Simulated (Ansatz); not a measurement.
# Electron scattering at the Σ3 (112) boundary in bcc W, part 3 of 3

How much does the Σ3 (112) boundary in bcc W reflect electrons?

Ansatz 0.2.0; Ansatz plane-wave DFT, PBE, PAW files; relaxation of a bicrystal slab with its lowest layers held; PAW set soft_1 (the session's first sound run).

So far. Step 3 (Transmission across the boundary): Over the solved energies the transmission per spin lies between 0.785 and 0.805, out of 1.46 channels of the lead on average (up to 1.51). Step 4 (Specific resistance): Averaged over the energies near the Fermi level, 54.5 % of the channels pass, which makes 0.906 fΩ m².

## Step 5: Single-crystal slab for reference

The free faces cost energy too. A single-crystal slab with the same faces and held layers is relaxed, so that they cancel.

This step: Ansatz plane-wave DFT, PBE, PAW files; relaxation of a single-crystal slab with its lowest layers held; PAW set soft_1 (Ansatz 0.2.0).

System of this step: W slab, plane (1, 1, 2). The cell holds 15 atoms: 15 W. Cell: a = 2.741 Å, b = 4.476 Å, c = 29.088 Å, α = 90.0°, β = 90.0°, γ = 90.0°. It derives from W. Vacuum lies along c.

File input.yaml:

```yaml
crystal:
  lattice:
    - [2.7407971979, 0.0, 0.0]
    - [0.0, 4.4757030822, 0.0]
    - [0.0, 0.0, 29.0883386558]
  atoms:
    - { symbol: W, position: [0.3333333332, 0.0, 0.171890188] }
    - { symbol: W, position: [0.6666666665, 0.5, 0.2163074442] }
    - { symbol: W, position: [0.9999999999, 0.0, 0.2607247003] }
    - { symbol: W, position: [0.3333333332, 0.5, 0.3051419565] }
    - { symbol: W, position: [0.6666666665, 0.0, 0.3495592127] }
    - { symbol: W, position: [0.9999999999, 0.5, 0.3939764689] }
    - { symbol: W, position: [0.3333333332, 0.0, 0.438393725] }
    - { symbol: W, position: [0.6666666666, 0.5, 0.4828109812] }
    - { symbol: W, position: [0.9999999999, 0.0, 0.5272282374] }
    - { symbol: W, position: [0.3333333333, 0.5, 0.5716454935] }
    - { symbol: W, position: [0.6666666666, 0.0, 0.6160627497] }
    - { symbol: W, position: [1.0, 0.5, 0.6604800059] }
    - { symbol: W, position: [0.3333333333, 0.0, 0.7048972621] }
    - { symbol: W, position: [0.6666666667, 0.5, 0.7493145182] }
    - { symbol: W, position: [0.0, 0.0, 0.7937317744] }
kpoints:
  mp_grid: { grid: [9, 5, 1] }
hamiltonian:
  xc: pbe
  pseudopotentials: { kind: paw, azcp: { folder: soft_1 } }
scf:
  occupations: { method: fermi_dirac, width: 0.1 }
relax:
  f_tol: 0.03
  max_steps: 80
  constraints: [{ sites: [0, 1, 2] }]
```

Run with:

```console
> ansatz run input.yaml --threads 8 --pin off --max-ram 15360MiB --backend cpu --events-out ev --progress --plain --runs-dir out
```

Numbers of over 12 decimals in the logs are rounded to 6 here.

Output:

```text
Warning: crystal.symmetry: narrowed to the stabiliser of the relax constraints — unitary ops 4 → 2; lowered at sites 0, 1, 2, 12, 13, 14 (the operations that carried what is held of a site onto what its image site leaves free; the constrained walk keeps no symmetry that its constraints do not admit)
[...]
Crystal: 15 atoms, lattice volume = 356.826 Å³
Basis set: ecut = 420 eV, 7043 PW (Γ), exchange–correlation on 40×60×400 points (8 copies of the dense FFT grid, shifted against one another)
Bands: 126, of which v1, the nominal top of the filled ones, is band 105 counted from 1 (104 counted from 0)
Symmetry: 2 space group operations
k-points: 15 of 45 (time reversal used)
[...]
SCF iter   1: F=—  HF=-155789.252649 eV  |F-HF|=—  |Δ(HF+E_count)|=         —  Δρ=5.72e-2  dr2=1.16e2  ethr=3.10e-3  ⟨swp⟩=8.7  Hψ=8786  notcnv=0
[...]
SCF iter   9: F=-155783.318571 eV  HF=-155783.318570 eV  |F-HF|=2.65e-7  |Δ(HF+E_count)|=   5.73e-7  Δρ=1.84e-5  dr2=2.03e-6  ethr=1.07e-8  ⟨swp⟩=5.1  Hψ=6005  notcnv=0
SCF 1 converged in 9 iterations: F = -155783.318571 eV  dr2 = 2.03e-6
[...]
relax step   1: F+E_penalty+E_count = -155783.31857076 eV  Δ(F+E_penalty+E_count) = +0.000e0 eV  max|allowed force component| = 1.732e0 eV/Å  Δτ_max = 0.0000 Å  (9 SCF iters, dr2 threshold 2.25e-5 eV, accepted)
[...]
SCF iter   6: F=-155783.392148 eV  HF=-155783.392150 eV  |F-HF|=2.32e-6  |Δ(HF+E_count)|=   3.54e-5  Δρ=4.08e-5  dr2=1.28e-5  ethr=4.01e-8  ⟨swp⟩=4.9  Hψ=5938  notcnv=0
SCF 2 converged in 6 iterations: F = -155783.392148 eV  dr2 = 1.28e-5
[...]
relax step   2: F+E_penalty+E_count = -155783.39214753 eV  Δ(F+E_penalty+E_count) = -7.358e-2 eV  max|allowed force component| = 1.801e0 eV/Å  Δτ_max = 0.1939 Å  (6 SCF iters, dr2 threshold 1.00e-4 eV, accepted)
[...]
SCF iter   1: F=—  HF=-155783.588974 eV  |F-HF|=—  |Δ(HF+E_count)|=         —  Δρ=1.18e-2  dr2=1.21e0  ethr=5.31e-4  ⟨swp⟩=1.5  Hψ=6560  notcnv=0  defer=2
eigensolver tolerance schedule calibrated: the retry pair's looser diagonalisation under-reported the residual by θ = 0.08 (0.10/decade); ethr = c·dr2/N_el runs at the constant in force after the calibration composes with the one it found (an armed cap, an earlier calibration), c = 9.7e-2
[...]
SCF iter   2: F=—  HF=-155783.564626 eV  |F-HF|=—  |Δ(HF+E_count)|=   2.43e-2  Δρ=4.87e-3  dr2=3.58e-1  ethr=5.31e-4  ⟨swp⟩=2.9  Hψ=3598  notcnv=0  defer=2
[...]
SCF iter   6: F=-155783.520719 eV  HF=-155783.520726 eV  |F-HF|=7.14e-6  |Δ(HF+E_count)|=   5.76e-6  Δρ=4.22e-5  dr2=1.66e-5  ethr=4.61e-8  ⟨swp⟩=3.0  Hψ=7309  notcnv=0
SCF 3 converged in 6 iterations: F = -155783.520719 eV  dr2 = 1.66e-5
[...]
relax step   3: F+E_penalty+E_count = -155783.52071882 eV  Δ(F+E_penalty+E_count) = -1.286e-1 eV  max|allowed force component| = 2.451e-1 eV/Å  Δτ_max = 0.1868 Å  (6 SCF iters, dr2 threshold 1.00e-4 eV, accepted)
[...]
relax step   4: F+E_penalty+E_count = -155783.52204372 eV  Δ(F+E_penalty+E_count) = -1.325e-3 eV  max|allowed force component| = 1.442e-1 eV/Å  Δτ_max = 0.0456 Å  (5 SCF iters, dr2 threshold 3.75e-6 eV, accepted)
[...]
relax step   5: F+E_penalty+E_count = -155783.52353162 eV  Δ(F+E_penalty+E_count) = -1.488e-3 eV  max|allowed force component| = 1.170e-1 eV/Å  Δτ_max = 0.0331 Å  (5 SCF iters, dr2 threshold 1.30e-6 eV, accepted)
[...]
relax step   6: F+E_penalty+E_count = -155783.52483817 eV  Δ(F+E_penalty+E_count) = -1.307e-3 eV  max|allowed force component| = 1.247e-2 eV/Å  Δτ_max = 0.0178 Å  (4 SCF iters, dr2 threshold 4.74e-6 eV, accepted)
[...]
SCF iter   4: F=-155783.524840 eV  HF=-155783.524840 eV  |F-HF|=7.89e-9  |Δ(HF+E_count)|=   5.22e-8  Δρ=1.83e-6  dr2=2.24e-8  ethr=4.76e-11  ⟨swp⟩=5.7  Hψ=6396  notcnv=0
SCF 7 converged in 4 iterations: F = -155783.524840 eV  dr2 = 2.24e-8
relax step   7: F+E_penalty+E_count = -155783.52483962 eV  Δ(F+E_penalty+E_count) = -1.443e-6 eV  max|allowed force component| = 1.284e-2 eV/Å  Δτ_max = 0.0000 Å  (4 SCF iters, accepted)
SCF converged after 4 iterations
Free energy (F): -155783.524840 eV
[...]
Internal energy: -155783.251399 eV  (E = F + TS)
E sigma→0 (E₀):  -155783.388119 eV
Entropy (-TS):   -0.273441 eV (-18.229 meV/atom)
Fermi energy:    13.546992 eV
[...]
--- Forces (eV/Å), atoms counted from 1 ---
  atom   1  W     -0.26556193    -0.00000000     1.76801392
  atom   2  W     -0.10119620     0.00000000    -1.19154872
  atom   3  W      0.36929181     0.00000000    -0.57583289
  atom   4  W     -0.00097584    -0.00000000    -0.00609972
  atom   5  W      0.00110581     0.00000000    -0.00026779
  atom   6  W     -0.00456197    -0.00000000    -0.00117839
  atom   7  W      0.00049491     0.00000000     0.00286363
  atom   8  W      0.00345210    -0.00000000    -0.00140534
  atom   9  W      0.00255021    -0.00000000     0.00733125
  atom  10  W     -0.00423562    -0.00000000     0.00134641
  atom  11  W      0.00697955    -0.00000000     0.00387748
  atom  12  W     -0.00702154    -0.00000000     0.00344959
  atom  13  W     -0.00179883     0.00000000     0.00194586
  atom  14  W     -0.00498640     0.00000000     0.00028042
  atom  15  W      0.00646277    -0.00000000    -0.01283804
  max |Σ_I F_I| component: 6.23e-5 eV/Å
--- Relaxed structure (7 steps of the walk, 7 accepted, 0 SCFs on fresh bases) ---
  F+E_penalty+E_count = -155783.52483962 eV   max|allowed force component| = 1.284e-2 eV/Å
  atoms:
    - { symbol: W, position: [0.333333, 0.0, 0.171890188] }
    - { symbol: W, position: [0.666667, 0.500000, 0.2163074442] }
    - { symbol: W, position: [1.000000, 0.0, 0.2607247003] }
    - { symbol: W, position: [0.330433, 0.500000, 0.305312] }
    - { symbol: W, position: [0.662303, -8.96350152579869e-19, 0.350801] }
    - { symbol: W, position: [0.993096, 0.500000, 0.395332] }
    - { symbol: W, position: [0.328360, -1.308694250448713e-18, 0.440207] }
    - { symbol: W, position: [0.660756, 0.500000, 0.485229] }
    - { symbol: W, position: [0.992173, -2.0590089973332813e-18, 0.530082] }
    - { symbol: W, position: [0.329460, 0.500000, 0.575066] }
    - { symbol: W, position: [0.659352, -2.3657791254279294e-18, 0.619341] }
    - { symbol: W, position: [0.990192, 0.500000, 0.665229] }
    - { symbol: W, position: [0.319636, -3.5013770353440926e-18, 0.709750] }
    - { symbol: W, position: [0.667912, 0.500000, 0.755339] }
    - { symbol: W, position: [0.023529, 0, 0.793651] }
```

It took 98 s on 8 threads of Intel Xeon at 2.50GHz (Skylake/Cascade Lake), shared host; peak memory 1.9 GiB.

Step by step:

```csv
step,energy less that of the first step (eV),largest force component (eV/Å)
1,0.0000,1.7325
2,-0.0736,1.8014
3,-0.2021,0.2451
4,-0.2035,0.1442
5,-0.2050,0.1170
6,-0.2063,0.0125
7,-0.2063,0.0128
```

The atoms that moved most (Å):

```csv
atom,dx,dy,dz,length
W14,0.003,0.000,0.175,0.175
W13,-0.038,0.000,0.141,0.146
W12,-0.027,0.000,0.138,0.141
W10,-0.011,0.000,0.100,0.100
W11,-0.020,0.000,0.095,0.097
W9,-0.021,0.000,0.083,0.086
W8,-0.016,0.000,0.070,0.072
W15,0.064,0.000,-0.002,0.065
```

Final coordinates:

```xyz
15
Lattice="2.7408 0.0000 0.0000 0.0000 4.4757 0.0000 0.0000 0.0000 29.0883" Properties=species:S:1:pos:R:3
W     0.9136    0.0000    5.0000
W     1.8272    2.2379    6.2920
W     2.7408    0.0000    7.5840
W     0.9057    2.2379    8.8810
W     1.8152    0.0000   10.2042
W     2.7219    2.2379   11.4995
W     0.9000    0.0000   12.8049
W     1.8110    2.2379   14.1145
W     2.7193    0.0000   15.4192
W     0.9030    2.2379   16.7277
W     1.8072    0.0000   18.0156
W     2.7139    2.2379   19.3504
W     0.8761    0.0000   20.6454
W     1.8306    2.2379   21.9716
W     0.0645    0.0000   23.0860
```

This step gave:

* free energy: -155783.5248 eV
* energy at zero smearing: -155783.3881 eV
* Fermi energy: 13.55 eV

The largest force component on a free atom ends at 0.013 eV/Å, under the tolerance of 0.03, after 7 steps.

## Step 6: Bulk reference

The perfect crystal gives the energy per atom, for the atoms by which bicrystal and slab differ.

This step: Ansatz plane-wave DFT, PBE, PAW files; bulk reference; PAW set soft_1 (Ansatz 0.2.0).

System of this step: W. It takes space group Im-3m (No. 229, cubic). The conventional cell has a = 3.165 Å, b = 3.165 Å, c = 3.165 Å, α = 90.00°, β = 90.00°, γ = 90.00°. Nearest to W lie 8 W at 2.74 Å.

input.yaml, the sections that differ from step 5:

```yaml
crystal:
  lattice:
    - [-1.5824, 1.5824, 1.5824]
    - [1.5824, -1.5824, 1.5824]
    - [1.5824, 1.5824, -1.5824]
  atoms:
    - { symbol: W, position: [0.0, 0.0, 0.0] }
kpoints:
  mp_grid: { grid: [19, 19, 19] }
# hamiltonian, scf: as in step 5
# relax: removed
```

Output:

```text
[...]
Crystal: 1 atoms, lattice volume = 15.849 Å³
Basis set: ecut = 420 eV, 321 PW (Γ)
Bands: 11, of which v1, the nominal top of the filled ones, is band 7 counted from 1 (6 counted from 0)
Symmetry: 48 space group operations
[...]
k-points: 220 of 6859
[...]
SCF iter   1: F=—  HF=-10386.114845 eV  |F-HF|=—  |Δ(HF+E_count)|=         —  Δρ=6.30e-2  dr2=5.37e-1  ethr=3.10e-3  ⟨swp⟩=5.0  Hψ=12597  notcnv=0
[...]
SCF iter   6: F=-10385.924644 eV  HF=-10385.924644 eV  |F-HF|=9.20e-10  |Δ(HF+E_count)|=   1.49e-8  Δρ=3.40e-6  dr2=1.25e-9  ethr=6.35e-10  ⟨swp⟩=1.0  Hψ=6462  notcnv=0
SCF 1 converged in 6 iterations: F = -10385.924644 eV  dr2 = 1.25e-9
[...]
SCF converged after 6 iterations
Free energy (F): -10385.924644 eV
[...]
Internal energy: -10385.910479 eV  (E = F + TS)
E sigma→0 (E₀):  -10385.917561 eV
Entropy (-TS):   -0.014165 eV (-14.165 meV/atom)
Fermi energy:    22.404939 eV
[...]
```

Run time: 1.3 s. Hardware: 8 threads; peak memory 0.32 GiB.

Numbers from this step:

```
free energy             : -10385.9246 eV
energy at zero smearing : -10385.9176 eV
Fermi energy            : 22.40 eV
```

## Step 7: Boundary energy

This step: Ansatz plane-wave DFT, PBE, PAW files; bicrystal less single-crystal slab less bulk atoms, a boundary area; PAW set soft_1 (Ansatz 0.2.0).

Numbers from this step:

| Property | Result |
| --- | --- |
| excess energy of the cell | 0.5414 eV |
| boundary energy | 0.7071 J/m² |

The boundary costs 0.71 J/m².

By hand: 0.541 eV / 12.27 Å² × 16.02 = 0.707 J/m².

## Step 8: Results

```
specific resistance of the boundary : 0.906 fΩ m²
share of channels that pass         : 0.545
boundary energy                     : 0.707 J/m²
```

The boundary has a specific resistance of 0.91 fΩ m² and an energy of 0.71 J/m². The boundary reflects 45 % of the channels; 0.91 fΩ m² is 9.1×10⁻¹² Ω·cm². That equals the resistance of 17 nm of bulk W at 300 K (measured 5.44 µΩ cm, CRC Handbook of Chemistry and Physics, 84th ed., 2003, Electrical Resistivity of Pure Metals). One starting structure was relaxed; another shift or atom count at the boundary may lie lower. Spin-orbit coupling is left out, which matters for W.

[Logs are printed without paths, hosts, clocks, repeated set-up lines and the standing remarks that a program may print on its own settings, such as how far it seeks lower states.]

[Hosts, paths, dates, database ids (printed as entryN), source tags and the programs' standing remarks are cut or masked in the printed files.]
